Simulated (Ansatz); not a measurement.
# Optical response of BAs

Aim: the dielectric function of BAs, and the optical constants that follow from it.

Main program and level: Ansatz 0.2.0; DFT, PBE, plane-wave PAW, default files, scalar-relativistic, independent-particle optical response without local fields.

**What experiment says.**

“Basic Physical Properties of Cubic Boron Arsenide” (2019, arxiv:1911.11281) reports for BAs, zinc blende, by UV-visible absorption (single crystal grown by chemical vapor transport, 300 K): band gap (indirect optical gap from absorption edge) 1.82 eV [room-temperature optical absorption edge, not a zero-temperature fundamental gap].

## 1. Starting point

Symmetry: F-43m, No. 216, cubic system. The conventional cell has a = 4.777 Å, b = 4.777 Å, c = 4.777 Å, α = 90.00°, β = 90.00°, γ = 90.00°. As has 4 B at 2.07 Å nearest. Nearest to B lie 4 As at 2.07 Å. Farther neighbours are not listed.

## 2. Ground state and bands

The self-consistent density comes first; it also tells whether there is a gap, which decides the occupations and the need for a Drude term.

This step: DFT, PBE, plane-wave PAW, default files, scalar-relativistic, ground state (Ansatz 0.2.0).

The input, input.yaml:

```yaml
crystal:
  lattice:
    - [0.0, 2.3885, 2.3885]
    - [2.3885, 0.0, 2.3885]
    - [2.3885, 2.3885, 0.0]
  atoms:
    - { symbol: As, position: [0.75, 0.75, 0.75] }
    - { symbol: B, position: [0.0, 0.0, 0.0] }
kpoints:
  mp_grid: { grid: [8, 8, 8] }
  band_path:
    path:
      - [[0.0, 0.0, 0.0], [0.5, 0.0, 0.5], [0.5, 0.25, 0.75], [0.375, 0.375, 0.75], [0.0, 0.0, 0.0], [0.5, 0.5, 0.5], [0.625, 0.25, 0.625], [0.5, 0.25, 0.75], [0.5, 0.5, 0.5], [0.375, 0.375, 0.75]]
      - [[0.625, 0.25, 0.625], [0.5, 0.0, 0.5]]
    npoints: 6
scf:
  occupations: { method: fermi_dirac, width: 0.05 }
  n_extra_bands: 6
hamiltonian:
  xc: pbe
  pseudopotentials: { kind: paw }
output:
  forces: true
  stress: true
  populations: true
  write_bands: true
  write_density: true
  write_potential: true
  elf: true
  volumetric_format: npy
```

The run is started by

```sh
ansatz run input.yaml --threads 4 --pin off --max-ram 8192MiB --backend cpu --events-out ev --progress --plain --runs-dir out
```

Numbers of over 12 decimals in the logs are rounded to 6 here.

The log of the run:

```text
scf.n_extra_bands = 6 over 9 filled bands (N_el = 18.0): the run solves 15 bands
Engine: ansatz 0.2.0, x86_64-unknown-linux-gnu
Pseudopotentials: kind: paw
Pseudopotential: As, paw, valence charge 15, recommended cutoff 420 eV (normal), As.paw.azcp
Pseudopotential: B, paw, valence charge 3, recommended cutoff 420 eV (normal), B.paw.azcp
Functional definition: PBE
  parameter kappa = 0.804
  parameter beta = 0.066725
  exchange = pbe_x(kappa = kappa, mu = beta*pi^2/3)
  correlation = pbe_c(beta = beta)
Crystal: 2 atoms, lattice volume = 27.252 Å³
Basis set: ecut = 420 eV, 531 PW (Γ), exchange–correlation on 48×48×48 points (8 copies of the dense FFT grid, shifted against one another)
Bands: 15, of which v1, the nominal top of the filled ones, is band 9 counted from 1 (8 counted from 0)
Symmetry: 24 space group operations
Space group: F-43m (ITA 216), of the structure as read, at distance tolerance 3.0e-5 Å
k-points: 29 of 512 (time reversal used)
Non-local potential: As, projectors of the file, l = 0: 2, l = 1: 2, l = 2: 3, l = 3: 1
Non-local potential: B, projectors of the file, l = 0: 2, l = 1: 2, l = 2: 1
PAW form: soft (Blöchl's): semilocal exchange-correlation on the pseudo side does not see the compensation charge
PAW one-centre angular grid: As, 590 points (default); XC on 64 Gauss nodes
PAW one-centre angular grid: B, 110 points (default); XC on 64 Gauss nodes
Initial density: superposition of atomic densities (neutral atoms: chi_scale 0, normalization atom), corrected by the library's trained network
Initial wavefunctions: pseudopotential atomic-orbital guess
Functional: x = pbe(κ = 0.804, μ = 0.219515), c = pbe(β = 0.066725)
SCF iter   1: F=—  HF=-5012.098004 eV  |F-HF|=—  |Δ(HF+E_count)|=         —  Δρ=8.22e-4  dr2=1.22e-4  ethr=1.77e-3  ⟨swp⟩=5.5  Hψ=2411  notcnv=0  defer=1
preconditioner: auto → none  [insulator: Δε(μ)=1.198 eV  Ē_g=14.631 eV  σ=0.050 eV  W_gap=1.00  n_scr=8 (ndim 8)  ℏωp=20.1 eV  f_vac=0.001  D(μ)=0.00/eV (n_scr^D=0)  ε∞_Penn≈2.9]
SCF iter   2: F=—  HF=-5012.098055 eV  |F-HF|=—  |Δ(HF+E_count)|=   5.07e-5  Δρ=4.90e-4  dr2=4.93e-5  ethr=6.80e-7  ⟨swp⟩=2.8  Hψ=968  notcnv=0  defer=7
SCF iter   3: F=—  HF=-5012.098066 eV  |F-HF|=—  |Δ(HF+E_count)|=   1.15e-5  Δρ=2.79e-4  dr2=7.83e-6  ethr=2.74e-7  ⟨swp⟩=2.8  Hψ=646  notcnv=0  defer=7
SCF iter   4: F=—  HF=-5012.098097 eV  |F-HF|=—  |Δ(HF+E_count)|=   3.04e-5  Δρ=8.07e-5  dr2=2.54e-6  ethr=4.35e-8  ⟨swp⟩=2.0  Hψ=650  notcnv=0  defer=7
SCF iter   5: F=—  HF=-5012.098095 eV  |F-HF|=—  |Δ(HF+E_count)|=   1.48e-6  Δρ=2.49e-5  dr2=2.41e-7  ethr=1.41e-8  ⟨swp⟩=2.1  Hψ=637  notcnv=0  defer=7
SCF iter   6: F=-5012.098095 eV  HF=-5012.098095 eV  |F-HF|=4.18e-8  |Δ(HF+E_count)|=   7.22e-8  Δρ=9.58e-6  dr2=3.02e-8  ethr=5.56e-10  ⟨swp⟩=9.8  Hψ=2367  notcnv=0
SCF 1 converged in 6 iterations: F = -5012.098095 eV  dr2 = 3.02e-8
  greatest PAW one-centre occupation: 0.999 electrons in one spin orbital (limit 2), on the As atom at site 0 (counted from 0), in its partial waves of l = 2
NSCF: frozen V_eff on 62 k-points
SCF converged after 6 iterations
Free energy (F): -5012.098095 eV
Harris-Foulkes:  -5012.098095 eV  (|F-HF|=4.18e-8)
Internal energy: -5012.098095 eV  (E = F + TS)
E sigma→0 (E₀):  -5012.098095 eV
Entropy (-TS):   -0.000000 eV (-0.000 meV/atom)
Fermi energy:    11.707808 eV
--- Per-component energies (eV) ---
  E_band       = -210.273193
  E_kinetic    = 152.093691
  E_local      = -1693.942639  (includes V_loc(G=0)·N_el)
  E_nonlocal   = -657.798675
  E_hartree    = 940.054674
  E_xc         = -111.431866
  E_vxc        = -117.663891  (∫ρ·V_xc dr)
  E_paw        = -1915.298288  (= ΣΔE_a)
  E_vpaw       = 226.935995  (= ΣTr[D̂ρ^β])
  E_aug_tail   = 0.000007  (compensation charges beyond the density's cutoff)
  E_ewald      = -1725.774997
  E_smearing   = -0.000000  (= −TS)
  E_closure    = 0.000000  (closes the sum)
  Σ components = -5012.098095   (vs F -5012.098095, Δ=0.00e0)
--- Forces (eV/Å), atoms counted from 1 ---
  atom   1  As     0.00000000     0.00000000     0.00000000
  atom   2  B     -0.00000000     0.00000000     0.00000000
  max |Σ_I F_I| component: 6.29e-16 eV/Å
--- Stress (GPa, compression-positive) ---
        2.769785      -0.000000      -0.000000
        0.000000       2.769785       0.000000
        0.000000       0.000000       2.769785
  P = ⅓ Tr σ = 2.7698 GPa (27.698 kbar)
--- Band table (eV; the first three rows and the last of 29) ---
  k-point 0: bands = [... 5 lower, -4.2770, 11.1267, 11.1267, 11.1267, 14.4073, 14.4073, 14.4073, 15.8003, ... 2 higher]
  k-point 1: bands = [... 5 lower, -4.0209, 9.1629, 10.6890, 10.6890, 14.5218, 14.9846, 14.9846, 17.0810, ... 2 higher]
  k-point 2: bands = [... 5 lower, -3.2753, 6.1921, 9.9790, 9.9790, 14.1913, 15.7861, 15.7861, 19.0311, ... 2 higher]
  k-point 28: bands = [... 5 lower, 0.0640, 3.0745, 5.6456, 5.9402, 16.3925, 17.0683, 17.9428, 18.1740, ... 2 higher]
--- Löwdin populations: 2 sites ---
  site symbol       q [e]
     0     As     14.3679
     1      B      3.5942
  spilling = 0.002102 (of n_electrons = 18.000000)
```

It took 0.49 s on 4 threads of Intel Xeon 6975P-C (Granite Rapids), shared host; peak memory 0.32 GiB.

This step gave:

* free energy: -5012.0981 eV
* Fermi energy: 11.71 eV
* gap by band count: 1.197 eV
* electrons: 18
* symmetry operations: 24
* pressure: 2.770 GPa
* volume: 27.25 Å³
* gap on the path: 1.191 eV
* least direct gap on the path: 3.281 eV

There is a gap, 1.19 eV on the path, so no carriers' term is needed. The cell is left with a pressure of 2.8 GPa, as it stands unrelaxed at this level.

Electronic bands along the path, in eV, zero at the Fermi level; v1 is the highest filled band, c1 the lowest empty one:

```tsv
point	v4	v3	v2	v1	c1	c2	c3	c4
Γ	-15.98	-0.58	-0.58	-0.58	2.70	2.70	2.70	4.09
halfway	-14.64	-4.68	-3.28	-3.28	1.08	3.95	6.83	6.83
X	-11.80	-9.10	-4.66	-4.66	0.86	0.87	10.81	10.81
halfway	-11.73	-8.90	-5.39	-5.27	2.31	2.42	9.13	9.42
W	-11.64	-8.63	-6.06	-5.77	4.68	5.36	6.24	6.47
halfway	-11.76	-8.67	-6.38	-4.88	2.78	5.07	7.44	7.97
K	-11.85	-8.72	-6.52	-4.06	1.47	4.97	8.65	9.19
halfway	-14.50	-5.71	-4.36	-1.72	3.40	4.33	5.21	6.42
Γ	-15.98	-0.58	-0.58	-0.58	2.70	2.70	2.70	4.09
halfway	-14.98	-5.52	-1.73	-1.73	2.48	4.08	4.08	7.32
L	-13.12	-9.36	-2.40	-2.40	2.11	4.21	4.21	8.30
halfway	-12.68	-8.97	-4.81	-3.15	2.46	5.32	5.90	8.31
U	-11.85	-8.72	-6.52	-4.06	1.47	4.97	8.65	9.19
halfway	-11.76	-8.67	-6.38	-4.88	2.78	5.07	7.44	7.97
W	-11.64	-8.63	-6.06	-5.77	4.68	5.36	6.24	6.47
halfway	-12.54	-8.86	-5.14	-3.65	3.40	4.19	6.89	8.47
L	-13.12	-9.36	-2.40	-2.40	2.11	4.21	4.21	8.30
halfway	-12.68	-8.97	-4.81	-3.15	2.46	5.32	5.90	8.31
K	-11.85	-8.72	-6.52	-4.06	1.47	4.97	8.65	9.19
jump to U	-11.85	-8.72	-6.52	-4.06	1.47	4.97	8.65	9.19
halfway	-11.77	-8.99	-5.49	-4.50	1.02	2.22	10.13	10.23
X	-11.80	-9.10	-4.66	-4.66	0.86	0.87	10.81	10.81
```

The electronic bands as a text plot (rows in eV, shown from -8.6 to 6.6 only):

```
    6.3 |             +    +++++    ++       +    ++        +
    5.7 |                  ++               + +   +   +    +
    5.0 |  ++         ++++   ++ ++ +       ++  +++ +      ++ +
    4.4 |++          ++      +++  +    +++++      ++++ ++++
    3.8 | +  +                      +++          +  + +       +
    3.1 |           +      +++++++ +                 ++
    2.5 |++   ++       +          + ++++  +++          + +++   +
    1.9 |  ++      +    + +             ++   ++ +       +   +
    1.2 |    +  + +      +                     +             ++++
    0.6 |     ++++                                              +
    0.0 |
   -0.7 |*                      ****
   -1.3 | *                    ***  **
   -1.9 |                    ** ** *  **
   -2.6 |  **              **  *        ****           ****
   -3.2 |    *            *                 **        **   **
   -3.8 |     **         *     *    **     *  **     **   *  *
   -4.5 |    *  ***     *    **                 *   *         ***
   -5.1 |          *   *                    *    * * *     *
   -5.7 |           ***    ****       *      *    * *       *  *
   -6.4 |     **      *****                   ******         **
   -7.0 |                  **
   -7.6 |                              *
   -8.3 |       *         *                        *
         Γ       X    W  K        Γ      L     U  W     L   K|U X
```

Electrostatic potential energy in the ac plane of a cell with a along [110], b along [-110] and c along [001] of the cube at fractional y = 0.000, with atoms of As and B within 0.2 Å of it. With pseudopotentials it is smooth inside the atoms' cores, unlike the true potential.

Ten even steps from '_' (-41 eV) to '@' (18 eV), each cell a mean:
```
__--##%%@@@@%%##--__..**%%%%@@%%%%++..
++##%%@@@@@@@@%%##++**%%%%@@@@@@%%%%**
%%%%@@@@@@@@@@@@%%%%%%%%@@@@@@@@@@%%%%
@@@@@@@@@@@@@@@@@@@@@@@@@@@@@@@@@@@@@@
@@@@@@@@@@@@@@@@@@@@@@@@@@@@@@@@@@@@@@
@@@@@@@@@@@@@@@@@@@@@@@@@@@@@@@@@@@@@@
@@@@%%%%##%%%%%%@@@@@@@@%%%%##%%%%@@@@
@@%%%%********%%%%@@@@%%##******##%%@@
@@%%****%%%%****%%@@%%##**##@@##**##%%
%%%%**##@@@@##**%%%%%%##**@@@@@@**##%%
####****@@@@****########**%%@@%%**####
::++##********##++::--**********##**--
__::##%%####%%##::____++%%%%##%%%%++__
```

ELF in the ac plane of a cell with a along [110], b along [-110] and c along [001] of the cube at fractional y = 0.000, with atoms of As and B within 0.2 Å of it. It is the smooth field of the valence electrons, not physical close to the nuclei.

Ten even steps from '_' (0.02) to '@' (0.87), each cell a mean:
```
..--++==----==++--..::++++--::--++++::
++++==::____::==++++++++--..__..--++++
**==::________::==**++--..______..--++
--::____________::--::..__________..::
______________________________________
______..::::..__________..::::::..____
____::==++++==::______..--++++++--..__
__..==++****++==..____--++******++--__
..==++++----++++--..::++++==--==**++::
==**##==::::==##**==++##**::..::**##++
##@@%%**----**@@@@##%%@@##==::==%%@@%%
==%%@@%%****%%@@%%==**@@@@##**##@@@@**
__++%%%%****%%%%==__::##%%##**##%%##..
```

## 3. Spectrum

The spectrum is a sum over vertical transitions between filled and empty bands at the fixed density, so many empty bands are needed.

This step: DFT, PBE, plane-wave PAW, default files, scalar-relativistic, independent-particle optical response without local fields (Ansatz 0.2.0).

input.yaml, the sections that differ from step 2:

```yaml
kpoints:
  mp_grid: { grid: [8, 8, 8] }
scf:
  occupations: { method: fixed }
output:
  optics:
    e_range: [0, 22]
    de: 0.05
    sigma: 0.1
    nscf_kmesh: { grid: [12, 12, 12] }
    bands: { spectra_wanted_up_to: 22 }
# crystal, hamiltonian: as in step 2
```

The log of the run:

```text
[...]
Crystal: 2 atoms, lattice volume = 27.252 Å³
Basis set: ecut = 420 eV, 531 PW (Γ)
Bands: 13, of which v1, the nominal top of the filled ones, is band 9 counted from 1 (8 counted from 0)
Symmetry: 24 space group operations
[...]
k-points: 29 of 512 (time reversal used)
[...]
SCF iter   1: F=—  HF=-5012.098032 eV  |F-HF|=—  |Δ(HF+E_count)|=         —  Δρ=8.04e-4  dr2=1.04e-4  ethr=1.77e-3  ⟨swp⟩=4.3  Hψ=1883  notcnv=0  defer=37
[...]
SCF iter   8: F=-5012.098094 eV  HF=-5012.098094 eV  |F-HF|=7.28e-12  |Δ(HF+E_count)|=  4.73e-11  Δρ=1.08e-7  dr2=4.25e-12  ethr=1.00e-12  ⟨swp⟩=4.1  Hψ=1405  notcnv=0
SCF 1 converged in 8 iterations: F = -5012.098094 eV  dr2 = 4.25e-12
[...]
NSCF: frozen V_eff on 72 k-points
[...]
output.optics: what the bands over the 27 summed would add to eps1, eps2 and the energy-loss function is held between a lower and an upper bound (6 Lanczos steps). eps1, eps2 and their loss function (loss_summed_bands) are given on every row as the summed bands alone make them. Along an axis, on a row where the two bounds hold the loss function to about 1 % of the greater of itself and 0.5 % of |1/eps|, its cell (loss_completed) is given, with the completed eps1 and eps2 that it is formed of (a cell that is left empty reads nan in the table and null in the record). The two bounds hold it so along every axis on all 441 rows up to 22.000 eV. [rest of the remark cut]
SCF converged after 8 iterations
Free energy (F): -5012.098094 eV
[...]
Internal energy: -5012.098094 eV  (E = F + TS)
E sigma→0 (E₀):  -5012.098094 eV
Fermi energy:    11.126702 eV
[...]
--- Band table (eV; the first three rows and the last of 29) ---
  k-point 0: bands = [... 5 lower, -4.2770, 11.1267, 11.1267, 11.1267, 14.4073, 14.4073, 14.4073, 15.8003]
  k-point 1: bands = [... 5 lower, -4.0209, 9.1629, 10.6890, 10.6890, 14.5218, 14.9846, 14.9846, 17.0810]
  k-point 2: bands = [... 5 lower, -3.2753, 6.1921, 9.9790, 9.9790, 14.1913, 15.7861, 15.7861, 19.0311]
  k-point 28: bands = [... 5 lower, 0.0641, 3.0745, 5.6456, 5.9402, 16.3925, 17.0683, 17.9428, 18.1741]
```

It took 3.9 s on 4 threads; peak memory 0.63 GiB; 14 s of CPU time.

This step gave:

- electronic dielectric constant ε∞, mean over x, y and z (by symmetry where fewer were run): 10.10
- absorption onset, first axis (α over 10⁴ cm⁻¹, or the direct gap if that lies higher): 3.281 eV
- main peak of Im epsilon, first axis: 5.589 eV
- photocurrent from vertical transitions in a film 500 nm thick on a perfect mirror (two passes), AM1.5G, no front reflection, all carriers collected: 0.8648 mA/cm²
- least direct gap on the mesh: 3.281 eV
- bands summed: 27
- spectra valid up to: 32.49 eV
- program's estimate of the k-sum error in Im epsilon: 0.19 %
- electrons in the f-sum: 8.701

The Im ε, any direction has structure finer than the step of the table below, so its rows give means over 1 eV, whole bins alone (the curve runs from 0 to 22 eV). Peaks (eV: height): 5.6: 48.4.

Im ε, any direction against photon energy; means over each step:

photon energy (eV), Im ε, any direction and a bar:
```
        2        0.0 
        3        0.6 #
        4        8.9 ###########
        5       19.8 ########################
        6       24.7 ##############################
        7       11.8 ##############
        8        6.1 #######
        9        3.5 ####
       10        2.2 ###
       11        1.8 ##
       12        1.4 ##
       13        1.2 #
       14        0.9 #
       15        0.7 #
       16        0.5 #
       17        0.5 #
       18        0.4 #
       19        0.4 
       20        0.3 
       21        0.2
```

Table of Re ε, any direction by photon energy:

```tsv
photon energy (eV)	Re ε, any direction
0	10.1
1	10.4
2	11.6
3	15.1
4	19.9
5	16.4
6	-9.77
7	-7.48
8	-6.66
9	-4.82
10	-3.46
11	-2.27
12	-1.91
13	-1.48
14	-1.18
15	-0.894
16	-0.692
17	-0.459
18	-0.308
19	-0.211
20	-0.147
21	-0.0458
22	0.111
```

The loss function −Im 1/ε at q → 0, any direction has structure finer than the step of the table below, so its rows give means over 1 eV, whole bins alone (the curve runs from 0 to 22 eV). Peaks (eV: height): 21.5: 6.56.

Loss function −Im 1/ε at q → 0, any direction against energy loss; means over each step:

energy loss (eV), loss function −Im 1/ε at q → 0, any direction and a bar:
```
        2       0.00 
        3       0.00 
        4       0.02 
        5       0.03 
        6       0.04 
        7       0.06 
        8       0.07 
        9       0.10 #
       10       0.13 #
       11       0.20 #
       12       0.25 #
       13       0.33 ##
       14       0.41 ##
       15       0.53 ###
       16       0.72 ####
       17       1.08 ######
       18       1.55 #########
       19       2.03 ############
       20       2.90 #################
       21       5.02 ##############################
```

Values under 1 per cm are given as 1. Absorption coefficient, any direction against photon energy:

```tsv
photon energy (eV)	absorption coefficient, any direction (1/cm)
0.00	1
1.00	1
2.00	1
3.00	1.89
4.00	3.8e5
5.00	1.0e6
6.00	2.4e6
7.00	2.3e6
8.00	2.3e6
9.00	2.1e6
10.00	2.0e6
11.00	1.8e6
12.00	1.8e6
13.00	1.7e6
14.00	1.6e6
15.00	1.5e6
16.00	1.4e6
17.00	1.3e6
18.00	1.2e6
19.00	1.1e6
20.00	9.7e5
21.00	7.7e5
22.00	3.8e5
```

Reflectivity at normal incidence, any direction against photon energy; read off at these points:

photon energy (eV), reflectivity at normal incidence, any direction (%) and a bar from the least value:
```
     0.00       27.2 ###
     0.50       27.3 ###
     1.00       27.8 ####
     1.50       28.6 ####
     2.00       29.8 #####
     2.50       31.7 ######
     3.00       34.9 ########
     3.50       40.0 ############
     4.00       42.7 #############
     4.50       46.2 ################
     5.00       47.3 ################
     5.50       60.1 #########################
     5.70       68.6 ##############################
     6.00       64.6 ###########################
     6.50       57.2 #######################
     7.00       61.4 #########################
     7.50       64.3 ###########################
     8.00       64.7 ###########################
     8.50       64.8 ############################
     8.80       64.9 ############################
     9.00       64.7 ############################
     9.50       64.2 ###########################
    10.00       63.5 ###########################
    10.50       63.1 ##########################
    11.00       54.1 #####################
    11.50       57.8 #######################
    11.65       58.0 #######################
    12.00       57.1 #######################
    12.50       54.0 #####################
    13.00       52.5 ####################
    13.50       53.8 ####################
    14.00       52.9 ####################
    14.50       51.5 ###################
    15.00       49.3 ##################
    15.50       51.2 ###################
    16.00       51.6 ###################
    16.50       46.2 ################
    17.00       43.4 ##############
    17.50       43.5 ##############
    18.00       40.9 ############
    18.50       37.2 ##########
    19.00       36.4 #########
    19.50       35.9 #########
    19.90       39.9 ############
    20.00       39.6 ###########
    20.50       35.6 #########
    21.00       35.4 #########
    21.50       31.1 ######
    22.00       21.9
```

Optical constants at common wavelengths, from n + ik = √ε:

```tsv
wavelength (nm)	n	k	R (%)	1/α
1064	3.25	0.000	28.0	over 1 mm
800	3.31	0.000	28.7	over 1 mm
633	3.40	0.000	29.7	over 1 mm
532	3.51	0.000	31.0	over 1 mm
450	3.71	0.000	33.1	over 1 mm
405	3.95	0.000	35.5	105 µm
248	4.51	1.968	47.3	10 nm
```

Rows near the edge hang on the gap, which this functional as a rule makes too small, and phonon-assisted absorption is left out.

A film 1 µm thick would pass 53 % of daylight and look colourless, dimmed by reflection in transmission (x = 0.318, y = 0.335).

The f-sum over the summed bands holds 8.7 of the cell's 18 electrons outside the frozen cores, 10 of which lie in bands more than 12 eV below the Fermi level, whose transitions come at higher energies. Up to 22 eV the strength has a mean oscillator energy of 6.4 eV, close to the main peak.

(Continued in part 2 of 2.)

[Logs are printed without paths, hosts, clocks, repeated set-up lines and the standing remarks that a program may print on its own settings, such as how far it seeks lower states.]

[Hosts, paths, dates, database ids (printed as entryN), source tags and the programs' standing remarks are cut or masked in the printed files.]
